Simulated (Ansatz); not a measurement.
# Lattice dynamics of (GaP)3(MgS)1 [001] superlattice, started as zinc blende

Wanted: phonon frequencies of (GaP)3(MgS)1 [001] superlattice, started as zinc blende and what follows from them.

Main program and level: Ansatz 0.2.0; DFT PBEsol, scalar-relativistic, plane waves, PAW.

The structure was built from a prototype and need not be the compound's stable phase.

### 1. Starting point

Symmetry: Pmm2, No. 25, orthorhombic system. The conventional cell has a = 3.884 Å, b = 3.884 Å, c = 10.985 Å, α = 90.00°, β = 90.00°, γ = 90.00°. Nearest to Ga lie 2 S at 2.38 Å and 2 P at 2.38 Å. Ga has 4 P at 2.38 Å nearest. Nearest to Ga lie 4 P at 2.38 Å. Mg has 2 S at 2.38 Å and 2 P at 2.38 Å nearest. Nearest to P lie 4 Ga at 2.38 Å. P has 4 Ga at 2.38 Å nearest. Farther neighbours and most contacts between anions are not listed.

### 2. Coarse relaxation

The start is far from rest, so a relaxation with loose tolerances brings it close first.

The input, input.yaml:

```yaml
crystal:
  lattice:
    - [2.74625, 2.74625, 0.0]
    - [-2.74625, 2.74625, 0.0]
    - [0.0, 0.0, 10.985]
  atoms:
    - { symbol: Ga, position: [0.0, 0.0, 0.0] }
    - { symbol: Ga, position: [0.5, 0.5, 0.25] }
    - { symbol: Ga, position: [0.0, 0.0, 0.5] }
    - { symbol: Mg, position: [0.5, 0.5, 0.75] }
    - { symbol: P, position: [0.5, 1.0, 0.125] }
    - { symbol: P, position: [0.0, 0.5, 0.375] }
    - { symbol: P, position: [0.5, 1.0, 0.625] }
    - { symbol: S, position: [0.0, 0.5, 0.875] }
kpoints:
  mp_grid: { grid: [6, 6, 2] }
hamiltonian:
  xc: pbesol
scf:
  occupations: { method: gaussian, width: 0.1 }
output:
  forces: true
  stress: true
  eigenvalues: true
relax:
  adjacent_minimum: "off"
  f_tol: 0.05
  max_steps: 80
  cell: { stress_tol: 0.5 }
```

Command:

```bash
$ ansatz run input.yaml --threads 8 --pin off --max-ram 14336MiB --backend cpu --events-out ev --progress --plain --runs-dir out
```

Numbers of over 12 decimals in the logs are rounded to 6 here.

Log:

```text
The last accepted step is kept in <dir> (removed where the run ends without a failure and the disk answers)
Engine: ansatz 0.2.0, x86_64-unknown-linux-gnu
Pseudopotentials: kind: paw
Pseudopotential: Ga, paw, valence charge 13, recommended cutoff 420 eV (normal), Ga.paw.azcp
Pseudopotential: Mg, paw, valence charge 10, recommended cutoff 420 eV (normal), Mg.paw.azcp
[...]
- [2.732547, 2.732547, 0]
    - [-2.765175, 2.765175, 0]
    - [0, 0, 11.106137]
  atoms:
    - { symbol: Ga, position: [0, 0, 0.011279] }
    - { symbol: Ga, position: [0.5, 0.5, 0.252270] }
    - { symbol: Ga, position: [0, 0, 0.495153] }
    - { symbol: Mg, position: [0.5, 0.5, 0.742776] }
    - { symbol: P, position: [0.5, 1.0, 0.127861] }
    - { symbol: P, position: [0, 0.500000, 0.370145] }
    - { symbol: P, position: [0.5, 1.0, 0.611840] }
    - { symbol: S, position: [0, 0.500000, 0.888676] }
[key lines of the parts left out:]
SCF converged after 4 iterations
Free energy (F): -16250.869026 eV
Fermi energy:    6.916179 eV
P = ⅓ Tr σ = -0.0183 GPa (-0.183 kbar)
```

The job ended after 27 s (8 threads of AMD EPYC 7R43, shared host; peak memory 0.75 GiB).

The steps of the relaxation:

```
step  energy less that of the first step (eV)  largest force component (eV/Å)  pressure (GPa)  volume (Å³)
   1                                   0.0000                          1.0932            0.58       165.70
   2                                  -0.1872                          0.3870            0.32       166.59
   3                                  -0.2190                          0.0547            0.10       167.55
   4                                  -0.2201                          0.0177           -0.02       167.84
  5*                                  -0.2206                          0.0177           -0.02       167.84
```

Relaxation steps marked * repeat the geometry before them on a plane-wave basis chosen anew for their cell, so energy and pressure can jump there.

The run keeps the 4 symmetry operations that it works with, so distortions that break them were not tested.

```csv
"conventional cell, symmetrised",before,after,change
a (Å),3.884,3.864,-0.5 %
b (Å),3.884,3.911,+0.7 %
c (Å),10.985,11.106,+1.1 %
volume (Å³/atom),20.71,20.98,+1.3 %
```

The atoms that moved most (Å, as changes of fractional coordinates times the final cell):

| atom | dx | dy | dz | length |
| --- | --- | --- | --- | --- |
| S8 | 0.000 | 0.000 | 0.152 | 0.152 |
| P7 | 0.000 | 0.000 | -0.146 | 0.146 |
| Ga1 | 0.000 | 0.000 | 0.125 | 0.125 |
| Mg4 | 0.000 | 0.000 | -0.080 | 0.080 |
| P6 | 0.000 | 0.000 | -0.054 | 0.054 |
| Ga3 | 0.000 | 0.000 | -0.054 | 0.054 |
| P5 | 0.000 | 0.000 | 0.032 | 0.032 |
| Ga2 | 0.000 | 0.000 | 0.025 | 0.025 |

Final coordinates:

```cif
data_structure
_symmetry_space_group_name_H-M 'P 1'
_symmetry_Int_Tables_number 1
_cell_length_a 3.8644
_cell_length_b 3.9105
_cell_length_c 11.1061
_cell_angle_alpha 90.000
_cell_angle_beta 90.000
_cell_angle_gamma 90.000
_cell_volume 167.84
loop_
_atom_site_label
_atom_site_type_symbol
_atom_site_fract_x
_atom_site_fract_y
_atom_site_fract_z
_atom_site_occupancy
Ga1 Ga 0.00000 0.00000 0.01128 1
Ga2 Ga 0.50000 0.50000 0.25227 1
Ga3 Ga 0.00000 0.00000 0.49515 1
Mg4 Mg 0.50000 0.50000 0.74278 1
P5 P 0.50000 0.00000 0.12786 1
P6 P 0.00000 0.50000 0.37014 1
P7 P 0.50000 0.00000 0.61184 1
S8 S 0.00000 0.50000 0.88868 1
```

A gap read on the k-mesh alone can miss the band edges.

This step gave:

```yaml
pressure: -0.01832 GPa
volume_per_atom: 20.98 Å³
gap_on_the_k_mesh: 0.3015 eV
direct_gap_on_mesh: 0.3015 eV
```

In this step the volume went from 20.71 to 20.98 Å³/atom.

### 3. Bringing the structure to rest

Harmonic phonons are second derivatives at a point where the forces vanish, and they are wanted at zero stress, so atoms and cell are relaxed first.

The input, input.yaml:

```yaml
crystal:
  lattice:
    - [2.7325466317, 2.7325466317, 0.0]
    - [-2.7651754428, 2.7651754428, 0.0]
    - [0.0, 0.0, 11.106136577]
  atoms:
    - { symbol: Ga, position: [0.0, 0.0, 0.0112794038] }
    - { symbol: Ga, position: [0.5, 0.5, 0.2522698212] }
    - { symbol: Ga, position: [0.0, 0.0, 0.4951529346] }
    - { symbol: Mg, position: [0.5, 0.5, 0.7427756836] }
    - { symbol: P, position: [0.5, 1.0, 0.1278611773] }
    - { symbol: P, position: [0.0, 0.5, 0.3701448212] }
    - { symbol: P, position: [0.5, 1.0, 0.6118404374] }
    - { symbol: S, position: [0.0, 0.5, 0.8886757208] }
kpoints:
  mp_grid: { grid: [8, 8, 4] }
hamiltonian:
  xc: pbesol
scf:
  occupations: { method: gaussian, width: 0.02 }
output:
  forces: true
  stress: true
  eigenvalues: true
relax:
  adjacent_minimum: "off"
  f_tol: 0.005
  max_steps: 80
  cell: { stress_tol: 0.05 }
```

Log:

```text
[...]
Crystal: 8 atoms, lattice volume = 167.835 Å³
Basis set: ecut = 420 eV, 3321 PW (Γ), exchange–correlation on 54×54×150 points (8 copies of the dense FFT grid, shifted against one another)
Bands: 43, of which v1, the nominal top of the filled ones, is band 35 counted from 1 (34 counted from 0)
Symmetry: 4 space group operations
[...]
k-points: 75 of 256 (time reversal used)
[...]
- [-2.762649, 2.762649, 0]
    - [0, 0, 11.121415]
  atoms:
    - { symbol: Ga, position: [0, 0, 0.011143] }
    - { symbol: Ga, position: [0.5, 0.5, 0.252198] }
    - { symbol: Ga, position: [0, 0, 0.495181] }
    - { symbol: Mg, position: [0.5, 0.5, 0.742720] }
    - { symbol: P, position: [0.500000, 1.000000, 0.127856] }
    - { symbol: P, position: [0, 0.500000, 0.370227] }
    - { symbol: P, position: [0.500000, 1.000000, 0.611938] }
    - { symbol: S, position: [0, 0.500000, 0.888736] }
[key lines of the parts left out:]
SCF converged after 6 iterations
Free energy (F): -16250.884715 eV
Fermi energy:    6.900386 eV
P = ⅓ Tr σ = 0.0006 GPa (0.006 kbar)
```

Run time: 47 s. Hardware: 8 threads; peak memory 0.94 GiB.

The steps of the relaxation:

```csv
step,energy less that of the first step (eV),largest force component (eV/Å),pressure (GPa),volume (Å³)
1,0.0000,0.0226,-0.02,167.84
2,-0.0001,0.0103,-0.01,167.79
3,-0.0002,0.0032,0.00,167.77
4*,-0.0002,0.0032,0.00,167.77
```

Relaxation steps marked * repeat the geometry before them on a plane-wave basis chosen anew for their cell, so energy and pressure can jump there.

The run keeps the 4 symmetry operations that it works with, so distortions that break them were not tested.

| conventional cell, symmetrised | before | after | change |
| --- | --- | --- | --- |
| a (Å) | 3.864 | 3.861 | -0.1 % |
| b (Å) | 3.911 | 3.907 | -0.1 % |
| c (Å) | 11.106 | 11.121 | +0.1 % |
| volume (Å³/atom) | 20.98 | 20.97 | -0.0 % |

Final coordinates:

```cif
data_structure
_symmetry_space_group_name_H-M 'P 1'
_symmetry_Int_Tables_number 1
_cell_length_a 3.8612
_cell_length_b 3.9070
_cell_length_c 11.1214
_cell_angle_alpha 90.000
_cell_angle_beta 90.000
_cell_angle_gamma 90.000
_cell_volume 167.77
loop_
_atom_site_label
_atom_site_type_symbol
_atom_site_fract_x
_atom_site_fract_y
_atom_site_fract_z
_atom_site_occupancy
Ga1 Ga 0.00000 0.00000 0.01114 1
Ga2 Ga 0.50000 0.50000 0.25220 1
Ga3 Ga 0.00000 0.00000 0.49518 1
Mg4 Mg 0.50000 0.50000 0.74272 1
P5 P 0.50000 0.00000 0.12786 1
P6 P 0.00000 0.50000 0.37023 1
P7 P 0.50000 0.00000 0.61194 1
S8 S 0.00000 0.50000 0.88874 1
```

This step gave:

* pressure: 6.35e-4 GPa
* gap on the k-mesh: 0.2974 eV
* volume per atom: 20.97 Å³
* direct gap on mesh: 0.2974 eV

In this step the volume went from 20.98 to 20.97 Å³/atom.

### 4. Tight relaxation

Phonons need a cell at rest on their own settings, so the relaxation is repeated with tight tolerances on forces and stress, using the mesh and the filling of the phonon run that follows.

The input, input.yaml:

```yaml
crystal:
  lattice:
    - [2.7302581355, 2.7302581355, 0.0]
    - [-2.7626494656, 2.7626494656, 0.0]
    - [0.0, 0.0, 11.1214147816]
  atoms:
    - { symbol: Ga, position: [0.0, 0.0, 0.0111432857] }
    - { symbol: Ga, position: [0.5, 0.5, 0.252197565] }
    - { symbol: Ga, position: [0.0, 0.0, 0.4951812103] }
    - { symbol: Mg, position: [0.5, 0.5, 0.7427195879] }
    - { symbol: P, position: [0.5, 1.0, 0.1278562775] }
    - { symbol: P, position: [0.0, 0.5, 0.370227318] }
    - { symbol: P, position: [0.5, 1.0, 0.6119384507] }
    - { symbol: S, position: [0.0, 0.5, 0.8887363048] }
kpoints:
  mp_grid: { grid: [8, 8, 4] }
hamiltonian:
  xc: pbesol
scf:
  occupations: { method: fixed }
output:
  forces: true
  stress: true
  eigenvalues: true
relax:
  adjacent_minimum: "off"
  f_tol: 0.001
  max_steps: 60
  cell: { stress_tol: 0.01 }
```

Log:

```text
[...]
Crystal: 8 atoms, lattice volume = 167.772 Å³
Basis set: ecut = 420 eV, 3321 PW (Γ), exchange–correlation on 54×54×150 points (8 copies of the dense FFT grid, shifted against one another)
Bands: 43, of which v1, the nominal top of the filled ones, is band 35 counted from 1 (34 counted from 0)
Symmetry: 4 space group operations
[...]
k-points: 75 of 256 (time reversal used)
[...]
- [2.730363, 2.730363, 0]
    - [-2.762616, 2.762616, 0]
    - [0, 0, 11.121329]
  atoms:
    - { symbol: Ga, position: [0, 0, 0.011148] }
    - { symbol: Ga, position: [0.5, 0.5, 0.252192] }
    - { symbol: Ga, position: [0, 0, 0.495165] }
    - { symbol: Mg, position: [0.5, 0.5, 0.742697] }
    - { symbol: P, position: [0.5, 1.0, 0.127870] }
    - { symbol: P, position: [0, 0.5, 0.370229] }
    - { symbol: P, position: [0.5, 1.0, 0.611932] }
    - { symbol: S, position: [0, 0.5, 0.888766] }
[key lines of the parts left out:]
SCF converged after 6 iterations
Free energy (F): -16250.884716 eV
Fermi energy:    6.750527 eV
P = ⅓ Tr σ = -0.0003 GPa (-0.003 kbar)
```

Run time: 55 s. Hardware: 8 threads; peak memory 0.92 GiB; 6.9 min of CPU time.

Little changed from the start: no atom moved by 0.005 Å and no cell edge by 0.1 %.

This step gave:

| Quantity | Value |
| --- | --- |
| pressure | -2.86e-4 GPa |
| gap on the k-mesh | 0.2978 eV |
| direct gap on mesh | 0.2978 eV |

The largest force component left is 0.12 meV/Å and the pressure is 0.000 GPa, within the tolerances set. The cell now holds 20.97 Å³/atom.

(Continued in part 2 of 2.)

[Logs are printed without paths, hosts, clocks, repeated set-up lines and the standing remarks that a program may print on its own settings, such as how far it seeks lower states.]

[Hosts, paths, dates, database ids (printed as entryN), source tags and the programs' standing remarks are cut or masked in the printed files.]
